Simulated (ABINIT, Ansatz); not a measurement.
# SnGeSe3 (Pm-3m): phonons by linear response, part 3 of 4

How does SnGeSe3 (Pm-3m) vibrate, and is this structure a minimum?

ABINIT 10.8.3; DFT LDA, scalar-relativistic, plane waves, HGH norm-conserving pseudopotentials.

So far. Step 3 (Self-consistent run for the response): The cell stands at -1.1 GPa: the relaxation ran with a smoothed and higher cutoff, and the difference is a stress of the finite basis. Step 4 (Linear response at Γ): The acoustic modes at Γ come out as far as 3.0 cm⁻¹ from zero, where they should vanish, a small numerical error. The lowest optical mode is imaginary, 112i cm⁻¹, an instability at this level and on this k mesh. The relaxed cell has a = 4.903 Å (conventional setting).

The structure was built from a prototype and need not be the compound's stable phase.

## (5) Phonons on a q mesh

Linear response treats each wavevector in the unit cell, with no supercell; the 2×2×2 mesh fixes the range of the force constants to be had.

File dfpt_q.abi:

```
ndtset 3

# wavevectors
qpt1 0.5 0.0 0.0
qpt2 0.5 0.5 0.0
qpt3 0.5 0.5 0.5

# displacements
getwfk_filepath "gso_WFK"
getwfq_filepath "gso_WFK"
kptopt 3
nqpt 1
rfphon 1
rfatpol 1 5
rfdir 1 1 1
tolvrs 1.0d-10
prtwf 0

# basis, mesh and filling
ecut 20.0
ixc 7
ngkpt 6 6 6
nshiftk 1
shiftk 0.0 0.0 0.0
istwfk *1
occopt 7
tsmear 0.01
nband 20
nstep 100
diemac 1000000.0
prtebands 0
prtgsr 0
useylm 1

# cell and atoms
acell 9.264981191 9.264981191 9.264981191
rprim 
    1.0 0.0 0.0
    0.0 1.0 0.0
    0.0 0.0 1.0
ntypat 3
znucl 50 32 34
natom 5
typat 1 2 3 3 3
xred 
    0.0 0.0 0.0
    0.5 0.5 0.5
    0.5 0.5 0.0
    0.5 0.0 0.5
    0.0 0.5 0.5
pp_dirpath "./pseudo"
pseudos "Sn.hgh, Ge.hgh, Se.hgh"
```

Command:

```bash
OMP_NUM_THREADS=1 mpirun -n 4 abinit dfpt_q.abi > dfpt_q.log
```

Numbers of over 12 decimals in the logs are rounded to 6 here.

dfpt_q.abo, the main output file:

```text
[banners, grids, parts of the stress and lines that vanish by symmetry left out]
- input  file    -> dfpt_q.abi
- output file    -> dfpt_q.abo
- root for input  files -> dfpt_qi
[...]
DATASET    1 : space group Pm -3 m (#221); Bravais cP (primitive cubic)
[...]
nfft =       64000          nkpt =         216
[...]
DATASET    2 : space group Pm -3 m (#221); Bravais cP (primitive cubic)
[...]
nfft =       64000          nkpt =         216
[...]
DATASET    3 : space group Pm -3 m (#221); Bravais cP (primitive cubic)
[...]
nfft =       64000          nkpt =         216
[...]
== DATASET  1 ==================================================================
[...]
cutoff_energies: {ecut:  20.0, pawecutdg:  -1.0, }
[...]
Exchange-correlation functional for the present dataset will be:
  LDA: Perdew-Wang 92 LSD fit to Ceperley-Alder data - ixc=7
[...]
Perturbation : displacement of atom   1   along direction   1
[...]
-ETOT  1   4393.8575991720      4.273E+03 2.661E+00 3.888E+07
 ETOT  2   4723.3963755457      3.295E+02 3.639E+00 3.567E+07
 ETOT  3   114.79784375428     -4.609E+03 2.852E-01 9.507E+05
 ETOT  4   1.220475     -1.136E+02 2.729E-02 1.721E+04
 ETOT  5 -0.546557     -1.767E+00 1.232E-02 1.333E+02
[...]
At SCF step   15       vres2   =  2.04E-11 < tolvrs=  1.00E-10 =>converged.
[...]
Perturbation : displacement of atom   1   along direction   2
[...]
-ETOT  1   17.908349282597     -7.793E+01 1.013E+00 4.945E+04
[...]
At SCF step   11       vres2   =  1.45E-11 < tolvrs=  1.00E-10 =>converged.
[...]
Perturbation : displacement of atom   2   along direction   1
[...]
-ETOT  1   2449.4260554827      2.263E+03 1.219E+00 2.121E+07
[...]
At SCF step   14       vres2   =  3.98E-11 < tolvrs=  1.00E-10 =>converged.
[...]
Perturbation : displacement of atom   2   along direction   2
[...]
-ETOT  1   83.874683833098     -7.780E+01 4.642E+00 1.788E+05
[...]
At SCF step   13       vres2   =  5.84E-13 < tolvrs=  1.00E-10 =>converged.
[...]
Perturbation : displacement of atom   3   along direction   1
[...]
-ETOT  1   4839.5230191945      4.283E+03 9.245E+00 4.469E+07
[...]
Perturbation : displacement of atom   3   along direction   2
[...]
-ETOT  1   219.33609695759     -2.805E+02 9.004E-01 4.867E+05
[...]
Perturbation : displacement of atom   3   along direction   3
[...]
-ETOT  1   308.77883099812     -1.989E+02 2.636E+00 6.379E+05
[...]
Perturbation : displacement of atom   5   along direction   1
[...]
-ETOT  1   12158.915551967      1.159E+04 4.537E+00 1.085E+08
[...]
Perturbation : displacement of atom   5   along direction   2
[...]
-ETOT  1   201.78532834073     -2.981E+02 9.335E+00 4.477E+05
[...]
Phonon wavevector (reduced coordinates) :  0.50000  0.00000  0.00000
 Phonon energies in Hartree :
[...]
Phonon frequencies in cm-1    :
- -1.041971E+02 -9.766348E+01 -9.766348E+01 -7.715461E+01 -7.715461E+01
- -7.441163E+01 -3.823216E+01 -2.455075E+01 -2.455075E+01  2.576227E+01
-  2.576227E+01  1.893506E+02  1.929962E+02  2.096609E+02  2.096609E+02
[...]
== DATASET  2 ==================================================================
[...]
cutoff_energies: {ecut:  20.0, pawecutdg:  -1.0, }
[...]
Exchange-correlation functional for the present dataset will be:
  LDA: Perdew-Wang 92 LSD fit to Ceperley-Alder data - ixc=7
[...]
Perturbation : displacement of atom   1   along direction   1
[...]
-ETOT  1   385.53624581372      2.767E+02 8.822E-01 1.876E+06
[...]
Perturbation : displacement of atom   1   along direction   3
[...]
-ETOT  1   11.079088627456     -8.388E+01 8.758E-01 2.792E+04
[...]
Perturbation : displacement of atom   2   along direction   1
[...]
-ETOT  1   859.06142486618      6.844E+02 1.668E+00 3.704E+06
[...]
Perturbation : displacement of atom   2   along direction   3
[...]
-ETOT  1   72.010945286527     -8.878E+01 4.518E-01 1.390E+05
[...]
Perturbation : displacement of atom   3   along direction   1
[...]
-ETOT  1   1305.1913978200      7.761E+02 1.295E+00 6.310E+06
[...]
Perturbation : displacement of atom   3   along direction   3
[...]
-ETOT  1   276.23882103391     -2.294E+02 9.990E-01 5.217E+05
[...]
Perturbation : displacement of atom   4   along direction   1
[...]
-ETOT  1   1073.1817751022      5.441E+02 1.307E+00 5.175E+06
[...]
Perturbation : displacement of atom   4   along direction   2
[...]
-ETOT  1   2001.2080813768      1.464E+03 2.089E+00 9.433E+06
[...]
Perturbation : displacement of atom   4   along direction   3
[...]
-ETOT  1   178.39930671377     -3.195E+02 1.187E+00 3.618E+05
[...]
Phonon wavevector (reduced coordinates) :  0.50000  0.50000  0.00000
 Phonon energies in Hartree :
[...]
Phonon frequencies in cm-1    :
- -1.115019E+02 -1.115019E+02 -1.065727E+02 -6.387230E+01 -6.387230E+01
- -5.106479E+01 -2.972524E+01 -2.972524E+01  3.039676E+01  4.361082E+01
-  1.901657E+02  1.965678E+02  1.965678E+02  2.093726E+02  2.116857E+02
[...]
== DATASET  3 ==================================================================
[...]
cutoff_energies: {ecut:  20.0, pawecutdg:  -1.0, }
[...]
Exchange-correlation functional for the present dataset will be:
  LDA: Perdew-Wang 92 LSD fit to Ceperley-Alder data - ixc=7
[...]
Perturbation : displacement of atom   1   along direction   1
[...]
-ETOT  1   96.492721898018     -7.707E+00 8.531E-01 3.626E+05
[...]
Perturbation : displacement of atom   2   along direction   1
[...]
-ETOT  1   494.56919478405      3.245E+02 7.573E-01 1.539E+06
[...]
Perturbation : displacement of atom   3   along direction   1
[...]
-ETOT  1   510.12878714719     -8.542E+00 1.208E+00 1.738E+06
[...]
At SCF step   11       vres2   =  6.63E-11 < tolvrs=  1.00E-10 =>converged.
[...]
Perturbation : displacement of atom   3   along direction   3
[...]
-ETOT  1   1006.6858025918      4.802E+02 1.161E+00 3.343E+06
[...]
ETOT 10   10.466526971875     -2.387E-11 2.847E-10 5.049E-10
 ETOT 11   10.466526971875     -6.821E-13 2.833E-11 9.877E-12
 At SCF step   11       vres2   =  9.88E-12 < tolvrs=  1.00E-10 =>converged.
[...]
Phonon wavevector (reduced coordinates) :  0.50000  0.50000  0.50000
 Phonon energies in Hartree :
[...]
Phonon frequencies in cm-1    :
- -1.037128E+02 -1.037128E+02 -1.037128E+02 -9.824327E+01 -9.824327E+01
- -9.824327E+01  4.144939E+01  4.144939E+01  4.144939E+01  1.907246E+02
-  1.907246E+02  2.037700E+02  2.037700E+02  2.037700E+02  2.228536E+02
[...]
strten2     0.0000000000E+00  0.0000000000E+00  0.0000000000E+00
           strten3     0.0000000000E+00  0.0000000000E+00  0.0000000000E+00
================================================================================
```

It took 27 min on 4 MPI ranks of Arm Neoverse V2, shared host; 1.8 h of CPU time.

Read from the output:

```yaml
lowest_mode_on_the_q_mesh_acoustic_ones_at_the_zone_centre_apart: -112.4 cm⁻¹
```

Frequencies (cm⁻¹) before the sum rule at the irreducible wavevectors but Γ, which is solved apart; negative means imaginary. Frequencies by wavevector:

| q (fractions) | star | mode 1 | mode 2 | mode 3 | mode 4 | mode 13 | mode 14 | mode 15 |
| --- | --- | --- | --- | --- | --- | --- | --- | --- |
| 0.5 0 0 | 3 | -104.2 | -97.66 | -97.66 | -77.15 | 193 | 209.7 | 209.7 |
| 0.5 0.5 0 | 3 | -111.5 | -111.5 | -106.6 | -63.87 | 196.6 | 209.4 | 211.7 |
| 0.5 0.5 0.5 | 1 | -103.7 | -103.7 | -103.7 | -98.24 | 203.8 | 203.8 | 222.8 |

## (6) Interpolated phonon bands

anaddb transforms the dynamical matrices to force constants and back along the path; points of the mesh come back as solved, but for the sum rule and, in polar crystals, the LO-TO term at Γ; the rest is interpolation.

File anaddb.abi:

```
ddb_filepath "all_DDB"
output_file "anaddb.abo"
outdata_prefix "anaddb"
ifcflag 1
ngqpt 2 2 2
nqshft 1
q1shft 0.0 0.0 0.0
asr 1
chneut 0
dipdip 0
dipquad 0
quadquad 0
enunit 0
eivec 0
nph1l 62
qph1l 
    0.0 0.0 0.0 1.0
    0.0 0.05 0.0 1.0
    0.0 0.1 0.0 1.0
    0.0 0.15 0.0 1.0
    0.0 0.2 0.0 1.0
    0.0 0.25 0.0 1.0
    0.0 0.3 0.0 1.0
    0.0 0.35 0.0 1.0
    0.0 0.4 0.0 1.0
    0.0 0.45 0.0 1.0
    0.0 0.5 0.0 1.0
    0.05 0.5 0.0 1.0
    0.1 0.5 0.0 1.0
    0.15 0.5 0.0 1.0
    0.2 0.5 0.0 1.0
    0.25 0.5 0.0 1.0
    0.3 0.5 0.0 1.0
    0.35 0.5 0.0 1.0
    0.4 0.5 0.0 1.0
    0.45 0.5 0.0 1.0
    0.5 0.5 0.0 1.0
    0.45 0.45 0.0 1.0
    0.4 0.4 0.0 1.0
    0.35 0.35 0.0 1.0
    0.3 0.3 0.0 1.0
    0.25 0.25 0.0 1.0
    0.2 0.2 0.0 1.0
    0.15 0.15 0.0 1.0
    0.1 0.1 0.0 1.0
    0.05 0.05 0.0 1.0
    0.0 0.0 0.0 1.0
    0.05 0.05 0.05 1.0
    0.1 0.1 0.1 1.0
    0.15 0.15 0.15 1.0
    0.2 0.2 0.2 1.0
    0.25 0.25 0.25 1.0
    0.3 0.3 0.3 1.0
    0.35 0.35 0.35 1.0
    0.4 0.4 0.4 1.0
    0.45 0.45 0.45 1.0
    0.5 0.5 0.5 1.0
    0.45 0.5 0.45 1.0
    0.4 0.5 0.4 1.0
    0.35 0.5 0.35 1.0
    0.3 0.5 0.3 1.0
    0.25 0.5 0.25 1.0
    0.2 0.5 0.2 1.0
    0.15 0.5 0.15 1.0
    0.1 0.5 0.1 1.0
    0.05 0.5 0.05 1.0
    0.0 0.5 0.0 1.0
    0.5 0.5 0.5 1.0
    0.5 0.5 0.45 1.0
    0.5 0.5 0.4 1.0
    0.5 0.5 0.35 1.0
    0.5 0.5 0.3 1.0
    0.5 0.5 0.25 1.0
    0.5 0.5 0.2 1.0
    0.5 0.5 0.15 1.0
    0.5 0.5 0.1 1.0
    0.5 0.5 0.05 1.0
    0.5 0.5 0.0 1.0
```

File mrgddb.in:

```
all_DDB
merged
4
dfpt_gammao_DDB
dfpt_qo_DS1_DDB
dfpt_qo_DS2_DDB
dfpt_qo_DS3_DDB
```

Command:

```bash
mrgddb < mrgddb.in > mrgddb.log
OMP_NUM_THREADS=1 anaddb anaddb.abi > anaddb.log
```

anaddb.abo, the main output file:

```text
[banners, grids, parts of the stress and lines that vanish by symmetry left out]
-outvars_anaddb: echo values of input variables ----------------------

 Flags :
[...]
Phonon wavevector (reduced coordinates) :  0.00000  0.00000  0.00000
 Phonon energies in Hartree :
[...]
Phonon frequencies in cm-1    :
- -1.124385E+02 -1.124385E+02 -1.124385E+02 -7.546068E+01 -7.546068E+01
- -7.546068E+01 -4.621125E+01 -4.621125E+01 -4.621125E+01  0.000000E+00
-  0.000000E+00  0.000000E+00  2.071230E+02  2.071230E+02  2.071230E+02
[...]
Phonon wavevector (reduced coordinates) :  0.00000  0.05000  0.00000
 Phonon energies in Hartree :
[...]
Phonon frequencies in cm-1    :
- -1.121490E+02 -1.121490E+02 -1.117335E+02 -7.629552E+01 -7.538912E+01
- -7.538912E+01 -4.592797E+01 -4.592797E+01 -4.210777E+01  4.683521E+00
-  4.683521E+00  1.815233E+01  2.071814E+02  2.071814E+02  2.073127E+02
[...]
Phonon wavevector (reduced coordinates) :  0.00000  0.10000  0.00000
 Phonon energies in Hartree :
[...]
Phonon frequencies in cm-1    :
- -1.112967E+02 -1.112967E+02 -1.096847E+02 -7.866819E+01 -7.520540E+01
- -7.520540E+01 -4.506966E+01 -4.506966E+01 -3.480472E+01  9.209770E+00
-  9.209770E+00  4.237304E+01  2.073517E+02  2.073517E+02  2.078271E+02
[...]
Phonon wavevector (reduced coordinates) :  0.00000  0.15000  0.00000
 Phonon energies in Hartree :
[...]
Phonon frequencies in cm-1    :
- -1.099307E+02 -1.099307E+02 -1.064456E+02 -8.222747E+01 -7.499425E+01
- -7.499425E+01 -4.361442E+01 -4.361442E+01 -3.055632E+01  1.342003E+01
-  1.342003E+01  6.879013E+01  2.076193E+02  2.076193E+02  2.085068E+02
[...]
Phonon wavevector (reduced coordinates) :  0.00000  0.20000  0.00000
 Phonon energies in Hartree :
[...]
Phonon frequencies in cm-1    :
- -1.081334E+02 -1.081334E+02 -1.021957E+02 -8.650413E+01 -7.486983E+01
- -7.486983E+01 -4.154009E+01 -4.154009E+01 -2.846515E+01  1.715795E+01
[...]
Phonon wavevector (reduced coordinates) :  0.00000  0.25000  0.00000
 Phonon energies in Hartree :
[...]
Phonon frequencies in cm-1    :
[...]
Phonon wavevector (reduced coordinates) :  0.00000  0.30000  0.00000
 Phonon energies in Hartree :
[...]
Phonon frequencies in cm-1    :
[...]
Phonon wavevector (reduced coordinates) :  0.00000  0.35000  0.00000
 Phonon energies in Hartree :
[...]
Phonon frequencies in cm-1    :
[...]
Phonon wavevector (reduced coordinates) :  0.00000  0.40000  0.00000
 Phonon energies in Hartree :
[...]
Phonon frequencies in cm-1    :
[...]
Phonon wavevector (reduced coordinates) :  0.00000  0.45000  0.00000
 Phonon energies in Hartree :
[...]
Phonon frequencies in cm-1    :
[...]
Phonon wavevector (reduced coordinates) :  0.00000  0.50000  0.00000
 Phonon energies in Hartree :
[...]
Phonon frequencies in cm-1    :
[...]
Phonon wavevector (reduced coordinates) :  0.05000  0.50000  0.00000
 Phonon energies in Hartree :
[...]
Phonon frequencies in cm-1    :
[...]
Phonon wavevector (reduced coordinates) :  0.10000  0.50000  0.00000
 Phonon energies in Hartree :
[...]
Phonon frequencies in cm-1    :
[...]
Phonon wavevector (reduced coordinates) :  0.15000  0.50000  0.00000
 Phonon energies in Hartree :
[...]
Phonon frequencies in cm-1    :
[...]
Phonon wavevector (reduced coordinates) :  0.25000  0.25000  0.25000
 Phonon energies in Hartree :
[...]
Phonon frequencies in cm-1    :
[...]
-  1.228395E+02  1.314543E+02  2.096215E+02  2.096215E+02  2.195468E+02
  Phonon wavevector (reduced coordinates) :  0.30000  0.30000  0.30000
 Phonon energies in Hartree :
[...]
Phonon frequencies in cm-1    :
- -1.010479E+02 -1.010479E+02 -9.847203E+01 -9.014994E+01 -9.014994E+01
- -7.706479E+01 -3.846052E+01  3.758461E+01  3.758461E+01  1.442459E+02
-  1.442459E+02  1.539111E+02  2.096622E+02  2.096622E+02  2.226242E+02
  Phonon wavevector (reduced coordinates) :  0.35000  0.35000  0.35000
 Phonon energies in Hartree :
[...]
Phonon frequencies in cm-1    :
- -1.005721E+02 -1.005721E+02 -9.926959E+01 -9.417657E+01 -9.417657E+01
- -8.759154E+01  5.085959E+00  4.005526E+01  4.005526E+01  1.623330E+02
[...]
Phonon wavevector (reduced coordinates) :  0.40000  0.40000  0.40000
 Phonon energies in Hartree :
[...]
Phonon frequencies in cm-1    :
[...]
Phonon wavevector (reduced coordinates) :  0.45000  0.45000  0.45000
 Phonon energies in Hartree :
[...]
Phonon frequencies in cm-1    :
[...]
Phonon wavevector (reduced coordinates) :  0.50000  0.50000  0.50000
 Phonon energies in Hartree :
[...]
Phonon frequencies in cm-1    :
[...]
Phonon wavevector (reduced coordinates) :  0.50000  0.50000  0.05000
 Phonon energies in Hartree :
[...]
Phonon frequencies in cm-1    :
[...]
Phonon wavevector (reduced coordinates) :  0.50000  0.50000  0.00000
 Phonon energies in Hartree :
[...]
Phonon frequencies in cm-1    :
[...]
- -5.105880E+01 -2.976633E+01 -2.976633E+01  3.015888E+01  4.355331E+01
-  1.901079E+02  1.965688E+02  1.965688E+02  2.093202E+02  2.116471E+02
-
```

Elapsed: 0.5 s, on 1 thread.

Read from the output:

- lowest frequency on the path: -112.4 cm⁻¹

Anaddb. The phonon branches at the labelled points (cm⁻¹):

| point | branch 1 | branch 2 | branch 3 | branch 4 | branch 12 | branch 13 | branch 14 | branch 15 |
| --- | --- | --- | --- | --- | --- | --- | --- | --- |
| Γ | -112 | -112 | -112 | -76 | 0 | 207 | 207 | 207 |
| halfway | -106 | -106 | -97 | -91 | 116 | 208 | 208 | 209 |
| X | -104 | -98 | -98 | -77 | 189 | 193 | 210 | 210 |
| halfway | -107 | -105 | -97 | -86 | 193 | 195 | 211 | 215 |
| M | -112 | -112 | -107 | -64 | 197 | 197 | 209 | 212 |
| halfway | -108 | -98 | -97 | -89 | 124 | 208 | 209 | 214 |
| Γ | -112 | -112 | -112 | -76 | 0 | 207 | 207 | 207 |
| halfway | -102 | -102 | -96 | -86 | 132 | 210 | 210 | 220 |
| R | -104 | -104 | -104 | -98 | 204 | 204 | 204 | 223 |
| halfway | -104 | -101 | -95 | -94 | 196 | 197 | 211 | 221 |
| X | -104 | -98 | -98 | -77 | 189 | 193 | 210 | 210 |
| jump to R | -104 | -104 | -104 | -98 | 204 | 204 | 204 | 223 |
| halfway | -106 | -106 | -103 | -87 | 200 | 200 | 204 | 222 |
| M | -112 | -112 | -107 | -64 | 197 | 197 | 209 | 212 |

The path dips to 112i cm⁻¹.

## (7) Density of states

Sums over the zone need many more wavevectors than were solved, so the interpolation is sampled on a dense mesh.

File anaddb.abi:

```
ddb_filepath "all_DDB"
output_file "anaddb.abo"
outdata_prefix "anaddb"
ifcflag 1
ngqpt 2 2 2
nqshft 1
q1shft 0.0 0.0 0.0
asr 1
chneut 0
dipdip 0
dipquad 0
quadquad 0
prtdos 2
ng2qpt 9 9 9
dosdeltae 4.5563e-06
ntemper 11
temperinc 100.0
tempermin 0.0
```

Command:

```bash
OMP_NUM_THREADS=1 anaddb anaddb.abi > anaddb.log
```

anaddb.abo, the main output file:

```text
-outvars_anaddb: echo values of input variables ----------------------

 Flags :
     ifcflag         1
 Miscellaneous information :
         asr         1
      chneut         0
 Interatomic Force Constants Inputs :
      dipdip         0
     dipquad         0
    quadquad         0
      ifcana         0
      ifcout         0
 Description of grid 1 :
        brav         1
       ngqpt         2         2         2
      nqshft         1
      q1shft
                     0.00000000E+00  0.00000000E+00  0.00000000E+00
 Phonon DOS information :
   dosdeltae  4.55630000E-06
    dossmear  4.55633525E-06
 Description of grid 2 (Fourier interp. or BZ sampling):
      ng2qpt         9         9         9
      ngrids         4
      q2shft         0.00000000E+00  0.00000000E+00  0.00000000E+00

================================================================================

 read the DDB information and perform some checks

  ==== Info on the Cryst% object ====
 Real(R)+Recip(G) space primitive vectors, cartesian coordinates (Bohr,Bohr^-1):
 R(1)=  9.2649812  0.0000000  0.0000000  G(1)=  0.1079333  0.0000000  0.0000000
 R(2)=  0.0000000  9.2649812  0.0000000  G(2)=  0.0000000  0.1079333  0.0000000
 R(3)=  0.0000000  0.0000000  9.2649812  G(3)=  0.0000000  0.0000000  0.1079333
 Unit cell volume ucvol=  7.9530484E+02 bohr^3
 Angles (23,13,12)=  9.00000000E+01  9.00000000E+01  9.00000000E+01 degrees
 Time-reversal symmetry is present
 Reduced atomic positions [iatom, xred, symbol]:
    1)    0.0000000  0.0000000  0.0000000  Sn
    2)    0.5000000  0.5000000  0.5000000  Ge
    3)    0.5000000  0.5000000  0.0000000  Se
    4)    0.5000000  0.0000000  0.5000000  Se
    5)    0.0000000  0.5000000  0.5000000  Se

 DDB file with 4 blocks has been read.

================================================================================

 Calculation of the interatomic forces

       Homogeneous q point set in the B.Z.
 Grid q points  :        8
  1)   0.00000000E+00  0.00000000E+00  0.00000000E+00
  2)   5.00000000E-01  0.00000000E+00  0.00000000E+00
  3)   0.00000000E+00  5.00000000E-01  0.00000000E+00
  4)   5.00000000E-01  5.00000000E-01  0.00000000E+00
  5)   0.00000000E+00  0.00000000E+00  5.00000000E-01
  6)   5.00000000E-01  0.00000000E+00  5.00000000E-01
  7)   0.00000000E+00  5.00000000E-01  5.00000000E-01
  8)   5.00000000E-01  5.00000000E-01  5.00000000E-01

 The interatomic forces have been obtained

================================================================================

 Calculation of phonon density of states

 Average speed of sound partial sums:     0.1614192660E-02 (at units)
-                                   =           3.5314 [km/s]

 Debye frequency from partial sums:     0.6790907480E-03 (Ha)
-                                 =     0.4468202475E+01 (THz)
-Debye temperature from partial sums:     0.2144398978E+03 (K)

 Average speed of sound:     0.4682880479E-04 (at units)
-                      =           0.1024 [km/s]

 Debye frequency from DOS:     0.1970087515E-04 (Ha)
-                        =     0.1296255315E+00 (THz)
-Debye temperature from DOS:     0.6221044340E+01 (K)

-
```

The job ended after 0.62 s (1 thread).

This step gave:

| Property | Result |
| --- | --- |
| share of modes beyond 3i cm⁻¹ on the dense interpolated mesh | 0.5056 |

The phonon density of states has structure finer than the step of the table below, so its rows give means over 10 cm⁻¹, whole bins alone (the curve runs from -142 to 252 cm⁻¹). Peaks (cm⁻¹: height): -104.4: 0.322, -96.4: 0.159, -88.4: 0.125, -76.4: 0.132, 211.6: 0.350.

Tetrahedra. The phonon density of states by wavenumber; means over each step:

| wavenumber (cm⁻¹) | phonon density of states (1/cm⁻¹/cell) |
| --- | --- |
| -120 | 0 |
| -110 | 0.0757 |
| -100 | 0.203 |
| -90 | 0.108 |
| -80 | 0.103 |
| -70 | 0.0673 |
| -60 | 0.0277 |
| -50 | 0.0276 |
| -40 | 0.0505 |
| -30 | 0.0339 |
| -20 | 0.0337 |
| -10 | 0.0255 |
| 0 | 0.0233 |
| 10 | 0.0230 |
| 20 | 0.0283 |
| 30 | 0.0455 |
| 40 | 0.0478 |
| 50 | 0.0198 |
| 60 | 0.0196 |
| 70 | 0.0142 |
| 80 | 0.0120 |
| 90 | 0.0119 |
| 100 | 0.0119 |
| 110 | 0.0160 |
| 120 | 0.0164 |
| 130 | 0.0144 |
| 140 | 0.0144 |
| 150 | 0.0158 |
| 160 | 0.0235 |
| 170 | 0.0208 |
| 180 | 0.0304 |
| 190 | 0.0281 |
| 200 | 0.0469 |
| 210 | 0.206 |
| 220 | 0.0593 |
| 230 | 0.00101 |
| 240 | 0 |

(Continued in part 4 of 4.)

[Host names and launcher messages were left out of these logs when they were recorded.]

[Logs are printed without paths, hosts, clocks, repeated set-up lines and the standing remarks that a program may print on its own settings, such as how far it seeks lower states.]

[Hosts, paths, dates, database ids (printed as entryN), source tags and the programs' standing remarks are cut or masked in the printed files.]
